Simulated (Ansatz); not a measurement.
# TiMn3, from a guessed structure to a relaxed one, part 2 of 2

Starting from a made-up structure for TiMn3, the aim is the relaxed cell, its shortest contacts and, where a second run follows, its electronic structure.

Ansatz 0.2.0; DFT, PBEsol, plane-wave PAW, files of the set soft_1, scalar-relativistic, ferromagnetic start, cell and ions relaxed at zero pressure; PAW set soft_1 (the session's first sound run).

So far: Starting point; Relaxation of the guess. The relaxed cell has a = 5.163, c = 4.224 Å (conventional setting).

In doubt: warnings of the run leave room for a lower electronic state, so energies may not be the lowest and differences between runs may mislead.

**3. Electronic structure of the relaxed cell**

With the geometry fixed, one more self-consistent run, with a narrower smearing and the mesh shown in its input, gives the bands, and its pressure, and its forces where symmetry allows any, show how far the geometry depends on these settings.

This step: DFT, PBEsol, plane-wave PAW, files of the set soft_1, scalar-relativistic, ferromagnetic start, bands and density of states at the relaxed cell; PAW set soft_1 (Ansatz 0.2.0).

File input.yaml:

```yaml
crystal:
  lattice:
    - [5.1625829499, 0.0, 0.0]
    - [-2.581291475, 4.4709279838, 0.0]
    - [0.0, 0.0, 4.224401194]
  atoms:
    - { symbol: Mn, position: [0.8419709823, 0.1580290177, 0.75], spin: 1.6 }
    - { symbol: Mn, position: [0.3160580354, 0.1580290177, 0.75], spin: 1.6 }
    - { symbol: Mn, position: [0.8419709823, 0.6839419646, 0.75], spin: 1.6 }
    - { symbol: Mn, position: [0.1580290177, 0.8419709823, 0.25], spin: 1.6 }
    - { symbol: Mn, position: [0.6839419646, 0.8419709823, 0.25], spin: 1.6 }
    - { symbol: Mn, position: [0.1580290177, 0.3160580354, 0.25], spin: 1.6 }
    - { symbol: Ti, position: [0.6666666667, 0.3333333333, 0.25] }
    - { symbol: Ti, position: [0.3333333333, 0.6666666667, 0.75] }
magnetization:
  spin_polarized: true
kpoints:
  mp_grid: { grid: [8, 8, 8] }
  band_path:
    path:
      - [[0.0, 0.0, 0.0], [0.5, 0.0, 0.0], [0.33333333, 0.33333333, 0.0], [0.0, 0.0, 0.0], [0.0, 0.0, 0.5], [0.5, 0.0, 0.5], [0.33333333, 0.33333333, 0.5], [0.0, 0.0, 0.5]]
      - [[0.5, 0.0, 0.5], [0.5, 0.0, 0.0]]
      - [[0.33333333, 0.33333333, 0.0], [0.33333333, 0.33333333, 0.5]]
    npoints: 8
scf:
  occupations: { method: fermi_dirac, width: 0.03 }
  n_extra_bands: 17
hamiltonian:
  xc: pbesol
  pseudopotentials: { kind: paw, azcp: { folder: soft_1 }, xc_functional: pbe }
output:
  forces: true
  stress: true
  write_bands: true
  dos: { projected: true }
  write_density: true
  write_potential: true
  elf: true
  volumetric_format: npy
```

Run with:

```sh
$ ansatz run input.yaml --threads 4 --pin off --max-ram 10240MiB --backend cpu --events-out ev --progress --plain --runs-dir out
```

Numbers of over 12 decimals in the logs are rounded to 6 here.

The program printed:

```text
Warning: the band count 74 (scf.n_extra_bands) hosts the net moment |M| = 9.6000 μB (N_el = 114) but caps the reachable moment at 2·n_bands − N_el = 34.0000 μB, below the 75 bands that the automatic rule leaves for it — a moment growing past the seed, or the majority channel's smearing tail, pins there with fewer empty majority states than that count leaves; raise or omit scf.n_extra_bands unless the cap is intended
[...]
Crystal: 8 atoms, lattice volume = 97.506 Å³
Basis set: ecut = 420 eV, 1881 PW (Γ), exchange–correlation on 72×72×60 points (8 copies of the dense FFT grid, shifted against one another)
Bands: 74, of which v1, the nominal top of the filled ones, is band 57 counted from 1 (56 counted from 0)
Symmetry: 24 space group operations
[...]
k-points: 50 of 512
[...]
Starting moments: Σ|m| = 9.6 μB on 6 of 8 sites
[...]
SCF iter   1: F=—  HF=-28163.864615 eV  |F-HF|=—  |Δ(HF+E_count)|=         —  Δρ=1.33e-1 (↑1.33e-1 ↓3.30e-2)  dr2=1.40e1  dr2_m=4.36e0  M=4.694 μB ∫|m|=4.765 μB  β_m=0.30  ethr=3.10e-3  ⟨swp⟩=3.9  Hψ=21440  notcnv=0
[...]
SCF iter  15: F=-28159.409120 eV  HF=-28159.409120 eV  |F-HF|=8.56e-9  |Δ(HF+E_count)|=   2.08e-9  Δρ=1.84e-6 (↑1.84e-6 ↓1.41e-6)  dr2=8.52e-9  dr2_m=3.24e-10  M=10.103 μB ∫|m|=10.379 μB  ethr=2.55e-11  ⟨swp⟩=9.9  Hψ=40751  notcnv=0
SCF 1 converged in 15 iterations: F = -28159.409120 eV  dr2 = 8.52e-9
[...]
WARN: an SCF from antiferromagnetic starting moments (-1.66, -1.66, -1.66, 1.66, 1.66, 1.66, 0.00, 0.00 Bohr magnetons, atom by atom) was not made, by what the run has read of turns of its moments that order reads lower: the deck asks for what bars it, or types moments that do (magnetization.spin_polarized, in the input reference, names some of the keys), or the run goes by scf.lower_state_search: light, the default, which as a rule tries one only behind a close that has lost an order of both signs, or on which an open d or half-filled 4f shell of a PAW file has lost a moment that was set nearer to Hund's than to what is left; [rest of the remark cut]
NSCF: frozen V_eff on 75 k-points
SCF converged after 15 iterations
Magnetization: 10.1034 μB (62.0517 up, 51.9483 down)
Absolute magnetization: 10.3919 μB (∫|ρ↑−ρ↓|, with the PAW one-centre terms)
[...]
Per-site moments (μB) at R_I (Å): [(1.597784, 1.009599), (1.597784, 1.009599), (1.597784, 1.009599), (1.597784, 1.009599), (1.597784, 1.009599), (1.597784, 1.009599), (-0.036551, 1.065259), (-0.036551, 1.065259)]
Free energy (F): -28159.409120 eV
[...]
Internal energy: -28159.371034 eV  (E = F + TS)
E sigma→0 (E₀):  -28159.390077 eV
Entropy (-TS):   -0.038086 eV (-4.761 meV/atom)
Fermi energy:    17.865801 eV
[...]
--- Forces (eV/Å), atoms counted from 1 ---
  atom   1  Mn    -0.01809443     0.01044682    -0.00000000
  atom   2  Mn     0.01809443     0.01044682    -0.00000000
  atom   3  Mn     0.00000000    -0.02089365     0.00000000
  atom   4  Mn     0.01809443    -0.01044682     0.00000000
  atom   5  Mn    -0.01809443    -0.01044682     0.00000000
  atom   6  Mn    -0.00000000     0.02089365     0.00000000
  atom   7  Ti    -0.00000000    -0.00000000    -0.00000000
  atom   8  Ti     0.00000000     0.00000000     0.00000000
  max |Σ_I F_I| component: 4.63e-17 eV/Å
--- Stress (GPa, compression-positive) ---
        0.433313      -0.000000       0.000000
       -0.000000       0.433313       0.000000
        0.000000       0.000000       0.159507
  P = ⅓ Tr σ = 0.3420 GPa (3.420 kbar)
--- Band table (eV; the first three rows and the last of 100) ---
  k-point 0 ↑: bands = [... 53 lower, 16.9827, 17.0070, 17.0070, 17.1879, 17.1879, 17.2633, 17.5311, 17.5311, ... 13 higher]
  k-point 1 ↑: bands = [... 53 lower, 16.9489, 16.9589, 16.9589, 17.6097, 17.6097, 17.6373, 17.6786, 17.6786, ... 13 higher]
  k-point 2 ↑: bands = [... 53 lower, 17.0189, 17.0189, 17.0234, 17.0234, 17.7562, 17.7562, 18.2969, 18.4689, ... 13 higher]
  k-point 49 ↓: bands = [... 53 lower, 17.6677, 17.7711, 17.7711, 18.8140, 18.8140, 18.9108, 18.9108, 19.0466, ... 13 higher]
```

The job ended after 21 s (4 threads of AMD EPYC 9R14 (Zen 4), shared host; peak memory 0.98 GiB).

This step gave:

* free energy: -28159.4091 eV
* energy at zero smearing: -28159.3901 eV
* smearing term TS: 0.03809 eV
* Fermi energy: 17.87 eV
* magnetization: 10.10 μB
* absolute magnetization: 10.39 μB
* site moments: 1.598, 1.598, 1.598, 1.598, 1.598, 1.598, -0.03655, -0.03655 μB
* pressure: 0.3420 GPa

From bands.tsv, the bands that come nearest the Fermi level along the path, at its corners, in eV from the Fermi level:

| point | band_60_up | band_61_up | band_63_up | band_49_dn | band_50_dn | band_51_dn | band_52_dn | band_53_dn |
| --- | --- | --- | --- | --- | --- | --- | --- | --- |
| Γ | -0.33 | 0.13 | 0.94 | 0.00 | 0.00 | 0.11 | 0.35 | 0.35 |
| M | -0.46 | -0.22 | -0.01 | -0.22 | -0.21 | -0.17 | 0.16 | 0.39 |
| K | -0.34 | -0.34 | 0.17 | -0.62 | -0.39 | 0.05 | 0.05 | 0.33 |
| Γ | -0.33 | 0.13 | 0.94 | 0.00 | 0.00 | 0.11 | 0.35 | 0.35 |
| A | 0.46 | 0.46 | 1.03 | 0.08 | 0.08 | 0.08 | 0.89 | 0.89 |
| L | -0.17 | -0.17 | -0.04 | -0.79 | -0.64 | -0.64 | -0.06 | -0.06 |
| H | -0.19 | -0.19 | -0.15 | -0.86 | -0.78 | -0.78 | -0.22 | -0.22 |
| A | 0.46 | 0.46 | 1.03 | 0.08 | 0.08 | 0.08 | 0.89 | 0.89 |
| L | -0.17 | -0.17 | -0.04 | -0.79 | -0.64 | -0.64 | -0.06 | -0.06 |
| M | -0.46 | -0.22 | -0.01 | -0.22 | -0.21 | -0.17 | 0.16 | 0.39 |
| K | -0.34 | -0.34 | 0.17 | -0.62 | -0.39 | 0.05 | 0.05 | 0.33 |
| H | -0.19 | -0.19 | -0.15 | -0.86 | -0.78 | -0.78 | -0.22 | -0.22 |

Spin density in the ab plane at fractional z = 0.250, with atoms of Mn and Ti within 0.2 Å of it.

Ten even steps from '_' (0.0 e/Å³) to '@' (2.8 e/Å³), each cell a mean:
```
____::--..________::--..____
__==@@++..______::%%%%::____
..++**::________--##--______
......__________....________
____________________________
____________________________
____________________________
__..----..__________________
..++@@++..__________________
..++++..____________________
__..________________________
____________________________
____________________________
```
Columns run along a (5.2 Å), rows up along b (5.2 Å). Atoms in or near the plane, at fractional coordinates: Mn at (0.16, 0.84), Mn at (0.68, 0.84), Mn at (0.16, 0.32), Ti at (0.67, 0.33).

Valence density in the ab plane at fractional z = 0.250, with atoms of Mn and Ti within 0.2 Å of it. It is the smooth field of the valence electrons, not physical close to the nuclei.

Ten even steps from '_' (0 e/Å³) to '@' (24 e/Å³), each cell a mean:
```
____::--..________..--..____
__==@@++..______::%%##::____
..++**::________--##--______
__..____________....________
____________________________
____________________________
____________________________
____----..______..::--..____
__==@@++________::==--______
..++++..________::::..______
__..________________________
____________________________
____________________________
```
Columns run along a (5.2 Å), rows up along b (5.2 Å). Atoms in or near the plane, at fractional coordinates: Mn at (0.16, 0.84), Mn at (0.68, 0.84), Mn at (0.16, 0.32), Ti at (0.67, 0.33).

Electrostatic potential energy in the ab plane at fractional z = 0.250, with atoms of Mn and Ti within 0.2 Å of it. With pseudopotentials it is smooth inside the atoms' cores, unlike the true potential.

Ten even steps from '0' (-61 eV) to '9' (18 eV), each cell a mean:
```
96224899732379
61005998300389
40038996102698
53589996447998
88999998889999
99999999998899
99767999865689
95214898544589
61015996444689
41148985445898
64689986678998
99999999999999
99867999987789
```
Columns run along a (5.2 Å; values clipped at the 3rd and 97th percentile), rows up along b (5.2 Å). Atoms in or near the plane, at fractional coordinates: Mn at (0.16, 0.84), Mn at (0.68, 0.84), Mn at (0.16, 0.32), Ti at (0.67, 0.33).

**4. What came out**

| Property | Result |
| --- | --- |
| space group, relaxed | P6_3/mmc |
| conventional cell | a = 5.163, b = 5.163, c = 4.224 Å; α = 90.0°, β = 90.0°, γ = 120.0° |
| volume per atom | 12.19 Å³ (guess 14.57) |
| total moment | 9.86 μB in the cell of 8 atoms |

In words: TiMn3 relaxes to P6_3/mmc with a = 5.163, b = 5.163 and c = 4.224 Å. The guessed volume was 20 % too large. The space group P6_3/mmc was held in the relaxation, so the end point is a stationary structure within it and may be a saddle against distortions or other arrangements. The input starts from parallel moments, and no other start was typed. The electronic state may lie above the lowest one. Bands cross the Fermi level, so it is a metal or semimetal at this level. On the 8×8×8 mesh with the narrower smearing (relaxed on 6×6×6) the largest force component is 0.021 eV/Å and the largest stress component is 0.433 GPa, against the relaxation's thresholds of 0.015 eV/Å and 0.05 GPa. The cutoff wasn't tested. No dispersion term is used, so weakly bound directions may come out too long. The program estimates, without running it, that another magnetic order lies lower than the one relaxed here. Nothing here tests whether the compound is stable against decomposition.

[Logs are printed without paths, hosts, clocks, repeated set-up lines and the standing remarks that a program may print on its own settings, such as how far it seeks lower states.]

[Hosts, paths, dates, database ids (printed as entryN), source tags and the programs' standing remarks are cut or masked in the printed files.]
